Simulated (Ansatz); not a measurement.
# Where Ga_i (4-fold void) puts its levels in the gap of GaN (F-43m)

Aim: at which Fermi levels does Ga_i (4-fold void) in GaN (F-43m) change its charge? The model is a cell of 54 host atoms with 1 Ga put in.

Calculated with Ansatz 0.2.0; place-levels on r2SCAN runs: charge-transition levels and formation energies with image-charge correction and potential alignment at the atomic sites; PAW set soft_1.

**1. The starting structure**

The cell holds 55 atoms: 28 Ga and 27 N. Its edges and angles: a = 9.542 Å, b = 9.542 Å, c = 9.542 Å, α = 60.0°, β = 60.0°, γ = 60.0°. It derives from GaN (space group F-43m). Nearest the centre at fractional (0.167, 0.833, 0.833): Ga55 at 0.00 Å, N18 at 1.95 Å, N36 at 1.95 Å, N14 at 1.95 Å, N6 at 1.95 Å, Ga35 at 2.25 Å, Ga31 at 2.25 Å, Ga23 at 2.25 Å.

As a file:

```xyz
55
Lattice="0.0000 6.7473 6.7473 6.7473 0.0000 6.7473 6.7473 6.7473 0.0000" Properties=species:S:1:pos:R:3 pbc="T T T"
Ga    0.0000    0.0000    0.0000
N     1.1245    1.1245    1.1245
Ga    2.2491    2.2491    0.0000
N     3.3736    3.3736    1.1245
Ga    4.4982    4.4982    0.0000
N     5.6227    5.6227    1.1245
Ga    2.2491    0.0000    2.2491
N     3.3736    1.1245    3.3736
Ga    4.4982    2.2491    2.2491
N     5.6227    3.3736    3.3736
Ga    6.7473    4.4982    2.2491
N     7.8718    5.6227    3.3736
Ga    4.4982    0.0000    4.4982
N     5.6227    1.1245    5.6227
Ga    6.7473    2.2491    4.4982
N     7.8718    3.3736    5.6227
Ga    8.9964    4.4982    4.4982
N    10.1209    5.6227    5.6227
Ga    0.0000    2.2491    2.2491
N     1.1245    3.3736    3.3736
Ga    2.2491    4.4982    2.2491
N     3.3736    5.6227    3.3736
Ga    4.4982    6.7473    2.2491
N     5.6227    7.8718    3.3736
Ga    2.2491    2.2491    4.4982
N     3.3736    3.3736    5.6227
Ga    4.4982    4.4982    4.4982
N     5.6227    5.6227    5.6227
Ga    6.7473    6.7473    4.4982
N     7.8718    7.8718    5.6227
Ga    4.4982    2.2491    6.7473
N     5.6227    3.3736    7.8718
Ga    6.7473    4.4982    6.7473
N     7.8718    5.6227    7.8718
Ga    8.9964    6.7473    6.7473
N    10.1209    7.8718    7.8718
Ga    0.0000    4.4982    4.4982
N     1.1245    5.6227    5.6227
Ga    2.2491    6.7473    4.4982
N     3.3736    7.8718    5.6227
Ga    4.4982    8.9964    4.4982
N     5.6227   10.1209    5.6227
Ga    2.2491    4.4982    6.7473
N     3.3736    5.6227    7.8718
Ga    4.4982    6.7473    6.7473
N     5.6227    7.8718    7.8718
Ga    6.7473    8.9964    6.7473
N     7.8718   10.1209    7.8718
Ga    4.4982    4.4982    8.9964
N     5.6227    5.6227   10.1209
Ga    6.7473    6.7473    8.9964
N     7.8718    7.8718   10.1209
Ga    8.9964    8.9964    8.9964
N    10.1209   10.1209   10.1209
Ga   11.2455    6.7473    6.7473
```

Known beforehand: the electronic dielectric constant, 6.00, and the static one, 10.56, computed on the host (DFPT, PBEsol, on the r2SCAN cell), and a cell off the functional's own equilibrium shifts the ionic part.

The cell's shortest repeat is 9.5 Å.

**2. The runs of each charge state**

Levels follow from differences of total energies between charge states, each relaxed by itself.

Each atom starts 0.05 Å or so off its site in a random direction: a symmetric start keeps its symmetry, and would miss off-centre moves and Jahn–Teller distortions. Forces are taken on a 2×2×2 shifted mesh. The cell holds 1 electron fewer than the neutral one, with a uniform background that keeps it neutral on the whole.

The sampling was tested on the host first: at the k-points planned (1x1x1 shifted 0.25 0.25 0.25) its energy lies 0.067 eV an atom from the dense-mesh value, so the final energies take a denser sampling.

One state's input; the others differ in charge, spin, start and seed, and in occupations where the table says so.

File qp1.relax/input.yaml:

```yaml
crystal:
  lattice:
    - [0.0, 2.24909694, 2.24909694]
    - [2.24909694, 0.0, 2.24909694]
    - [2.24909694, 2.24909694, 0.0]
  atoms:
    - { symbol: Ga, position: [0.0, 0.0, 0.0] }
    - { symbol: "N", position: [0.25, 0.25, 0.25] }
  supercell: [3, 3, 3]
  defects:
    - { interstitial: { symbol: Ga, position: [0.166667, 0.833333, 0.833333] } }
total_charge: 1
basis:
  ecutwfc: 500
  xc_grid: 2
hamiltonian:
  xc: r2scan
  pseudopotentials: { kind: paw, azcp: { folder: soft_1 } }
kpoints:
  mp_grid: { grid: [2, 2, 2], shift: [0.5, 0.5, 0.5] }
scf:
  occupations: { method: fixed }
  max_iter: 80
output:
  forces: true
  charged_corrections: { epsilon: 6.0, static_epsilon: 10.56 }
relax:
  f_tol: 0.02
  max_steps: 80
  random_displacement: { amplitude: 0.05, seed: 770 }
checkpoint:
  write: "../qp1.relax.run"
  compress: false
  write_wavefunctions: true
  write_every: 100000
```

Started as:

```sh
$ ansatz run input.yaml --threads 4 --pin off --max-ram 15073MiB --backend cpu --events-out ev --progress --plain --runs-dir out
```

The run of this state that the levels use, under r2SCAN:

File qp1.point/input.yaml:

```yaml
crystal:
  checkpoint: "../qp1.relax.run"
  host: checkpoint
total_charge: 1
basis:
  ecutwfc: 500
  xc_grid: 2
hamiltonian:
  xc: r2scan
  pseudopotentials: { kind: paw, azcp: { folder: soft_1 } }
kpoints:
  mp_grid: { grid: [2, 2, 2], shift: [0.5, 0.5, 0.5] }
scf:
  occupations: { method: fixed }
  max_iter: 80
output:
  forces: true
  eigenvalues: true
  charged_corrections:
    epsilon: 6.0
    static_epsilon: 10.56
    defect_position: [0.166667, 0.833333, 0.833333]
  eigenstates: { localisation: true }
  populations: true
  band_densities: [{ bands: [v1, v1] }, { bands: [c1, c1] }]
  write_density: true
  write_potential: true
  volumetric_format: npy
  elf: true
checkpoint:
  read: "../qp1.relax.run"
  write: "../qp1.point.run"
  compress: false
  write_wavefunctions: false
  write_every: 100000
```

Relaxations under r2SCAN at a 2×2×2 shifted mesh; times on 4 threads of Arm Neoverse V2, shared host:

```csv
charge,moment (μB),occupations,outcome,steps,largest displacement against the far atoms (Å),time
0,1,fixed,converged,18,0.77,33 min
+1,0,fixed,converged,6,0.21,4.9 min
+2,1,fixed,converged,5,0.23,9.7 min
+3,0,fixed,converged,5,0.24,4.2 min
+1,2,fixed,converged,14,0.22,27 min
```

Single points under r2SCAN at a 2×2×2 shifted mesh; times on 4 threads of Arm Neoverse V2, shared host:

```csv
charge,moment (μB),occupations,outcome,time
0,1,fixed,converged,99 s
+1,0,fixed,converged,46 s
+2,1,fixed,converged,96 s
+3,0,fixed,converged,40 s
+1,2,fixed,converged,1.7 min
```

Distances (Å) from Ga55 to the nearest atoms after relaxation with r2SCAN:

```csv
charge,moment (μB),1.,2.,3.,4.,5.,6.
0,1,N 1.89,N 2.09,N 2.09,Ga 2.18,Ga 2.40,Ga 2.40
+1,0,N 1.96,N 1.96,N 1.96,N 1.97,Ga 2.45,Ga 2.45
+1,2,N 1.98,N 1.98,N 1.98,N 1.98,Ga 2.39,Ga 2.39
+2,1,N 1.93,N 1.93,N 1.93,N 1.93,Ga 2.47,Ga 2.47
+3,0,N 1.91,N 1.91,N 1.91,N 1.91,Ga 2.49,Ga 2.49
```

**3. place-levels, r2SCAN**

A charged cell interacts with its images and the background, and its potential has another zero than the host's. place-levels removes the first by a point-charge model, screened by the static dielectric constant since the ions have relaxed around the charge, and the second by comparing potentials at atoms far from the defect.

The host is a run of the defect-free crystal in the same cutoffs, grids and k-points, so that basis and sampling errors cancel in part in the differences. The host is run in a cell of 2 atoms on a matching mesh. Its band edges are searched through the zone by a band path, so the gap is smaller than, or equal to, that on the mesh. Chemical potentials are energies per atom of Ga (alpha-Ga (Cmce)), run with the same functional and cutoff.

File levels.point.yaml:

```yaml
host:
  run: host.point.run
states: [q0_M1.point.run, qp1.point.run, qp2_M1.point.run, qp3.point.run, qp1_M2.point.run]
geometry_from:
  q0_M1.point.run: q0_M1.relax.run
  qp1.point.run: qp1.relax.run
  qp2_M1.point.run: qp2_M1.relax.run
  qp3.point.run: qp3.relax.run
  qp1_M2.point.run: qp1_M2.relax.run
  host.point.run: host.relax.run
chemical_potentials:
  Ga:
    energy: -3790.270342
    dataset: <sha256 of the dataset>
epsilon: 6.0
static_epsilon: 10.56
vertical:
  - { from: qp1.point.run, to: qp1.point_neutral.run }
  - { from: qp2_M1.point.run, to: qp2_M1.point_neutral.run }
  - { from: qp3.point.run, to: qp3.point_neutral.run }
  - { from: qp1_M2.point.run, to: qp1_M2.point_neutral.run }
```

Started as:

```sh
$ ansatz place-levels levels.point.yaml -- --threads 4 --pin off --max-ram 15073MiB
```

Numbers of over 12 decimals in the logs are rounded to 6 here.

Log:

```text
[... repeated set-up lines and file paths are left out, and long positions are rounded to six places ...]
(+3/+2) 2.225 eV above the valence edge (+2.231 eV without the band-filling correction), in the conduction band; not on the lower envelope
(+2/+1) 2.216 eV above the valence edge (+2.615 eV without the band-filling correction), in the conduction band; not on the lower envelope
(+1/0) 2.364 eV above the valence edge (+2.792 eV without the band-filling correction), in the conduction band
(+3/+1) 2.221 eV above the valence edge (+2.423 eV without the band-filling correction), in the conduction band: charges between them are lowest nowhere
formation energy of charge +3: +2.422 eV with the Fermi level at the valence edge
formation energy of charge +2: +4.647 eV with the Fermi level at the valence edge
formation energy of charge +1: +6.863 eV with the Fermi level at the valence edge
formation energy of charge 0: +9.227 eV with the Fermi level at the valence edge
vertical +1 to 0: no energy, since no alignment is typed
  the change from vertical[0].from (qp1.point.run) to vertical[0].to (qp1.point_neutral.run): by its potential at epsilon 6 it stands at 0.116 0.782 0.786, with an rms radius of about 4.2 Å (2.4 2.4 2.4 Å across the planes of the cell's vectors); [...]
vertical +2 to 0: no energy, since no alignment is typed
  the change from vertical[1].from (qp2_M1.point.run) to vertical[1].to (qp2_M1.point_neutral.run): by its potential at epsilon 6 it stands at 0.102 0.768 0.768, with an rms radius of about 4.0 Å (2.3 2.3 2.3 Å across the planes of the cell's vectors); [...]
vertical +3 to 0: no energy, since no alignment is typed
  the change from vertical[2].from (qp3.point.run) to vertical[2].to (qp3.point_neutral.run): by its potential at epsilon 6 it stands at 0.096 0.763 0.763, with an rms radius of about 3.9 Å (2.2 2.2 2.2 Å across the planes of the cell's vectors); [...]
vertical +1 to 0: no energy, since no alignment is typed
  the change from vertical[3].from (qp1_M2.point.run) to vertical[3].to (qp1_M2.point_neutral.run): by its potential at epsilon 6 it stands at 0.116 0.782 0.782, with an rms radius of about 3.8 Å (2.2 2.2 2.2 Å across the planes of the cell's vectors); [...]
  edges by r2scan, gap 2.168 eV; the host is sampled to repeats of 19.08 Å
  the defect's cells are sampled to repeats of 19.08 Å, like sampling
  charge +3: -116578.3559 eV with its correction of +3.080 eV, at epsilon 10.56, aligned at sites: +0.3318 eV, mean over 24 atomic sites at or beyond 4.77 Å from the defect at [0.1667, 0.8333, 0.8333], with +0.000000 for the charge's moments and without [...]
  charge +2: -116566.6755 eV with its correction of +1.706 eV, at epsilon 10.56, aligned at sites: +0.3895 eV, mean over 24 atomic sites at or beyond 4.77 Å from the defect at [0.1667, 0.8333, 0.8333], with +0.000000 for the charge's moments and without [...]
  charge +1: -116554.6109 eV with its correction of +0.675 eV, at epsilon 10.56, aligned at sites: +0.4435 eV, mean over 24 atomic sites at or beyond 4.77 Å from the defect at [0.1667, 0.8333, 0.8333], with +0.000000 for the charge's moments and without [...]
  charge 0: +0.000 eV for its dipole among its images, +0.234 omitted
  charge +1: states[4] (qp1_M2.point.run) stands 0.449 eV higher, with a moment of 2.00 μB against 0.00
  of states[3] (qp3.point.run): it parts from the run at its places by a charge that spreads by about 2.2 Å along one vector (1.3 Å or more is wide), by its potential at epsilon 6, taken for that of held ions (one typed too small widens it), where the cell [...]
  of states[2] (qp2_M1.point.run): it parts from the run at its places by a charge that spreads by about 2.3 Å along one vector (1.3 Å or more is wide), by its potential at epsilon 6, taken for that of held ions (one typed too small widens it), where the cell [...]
  of states[1] (qp1.point.run): it parts from the run at its places by a charge that spreads by about 2.4 Å along one vector (1.3 Å or more is wide), by its potential at epsilon 6, taken for that of held ions (one typed too small widens it), where the cell [...]
  of states[0] (q0_M1.point.run): a band-filling correction moves a carrier to the host's band edge, which changes its energy by -0.833 eV; [...]
  of states[4] (qp1_M2.point.run): it parts from the run at its places by a charge that spreads by about 2.2 Å along one vector (1.3 Å or more is wide), by its potential at epsilon 6, taken for that of held ions (one typed too small widens it), where the cell [...]
  of vertical[0].from (qp1.point.run): it parts from the run at its places by a charge that spreads by about 2.4 Å along one vector (1.3 Å or more is wide), by its potential at epsilon 6, taken for that of held ions (one typed too small widens it), where the [...]
  of vertical[0].to (qp1.point_neutral.run): stability_check_not_made
  of vertical[1].from (qp2_M1.point.run): stability_check_not_made; [...]
  of vertical[1].to (qp2_M1.point_neutral.run): stability_check_not_made
  of vertical[2].from (qp3.point.run): it parts from the run at its places by a charge that spreads by about 2.2 Å along one vector (1.3 Å or more is wide), by its potential at epsilon 6, taken for that of held ions (one typed too small widens it), where the [...]
  of vertical[2].to (qp3.point_neutral.run): stability_check_not_made
  of vertical[3].from (qp1_M2.point.run): its moments are held at its close (magnetization.spin_locking), by a field of 0.362 eV a Bohr magneton, and its energy and levels are of the state that this holds: a run that lets them go can end lower; [...]
  of vertical[3].to (qp1_M2.point_neutral.run): stability_check_not_made
```

The job ended after 0.48 s (4 threads of Arm Neoverse V2, shared host).

Under r2SCAN the gap is 2.17 eV, (+3/+2) 2.22 (outside the gap) (with band filling), (+2/+1) 2.22 (outside the gap) (with band filling), (+1/0) 2.36 (outside the gap) (with band filling) eV.

[end of part 1 of 2]

[Logs are printed without paths, hosts, clocks, repeated set-up lines and the standing remarks that a program may print on its own settings, such as how far it seeks lower states.]

[Hosts, paths, dates, database ids (printed as entryN), source tags and the programs' standing remarks are cut or masked in the printed files.]

[Where a table of states has a column of steps, it counts the stored structures, which are thinned; the runs took as many ionic steps or more.]

[A defect's name tells the site on which it was built; relaxed atoms can leave that site.]

[For some hosts the program warned that the k-mesh of the response run may be too coarse for force constants and the static dielectric constant; such warnings are not shown here.]
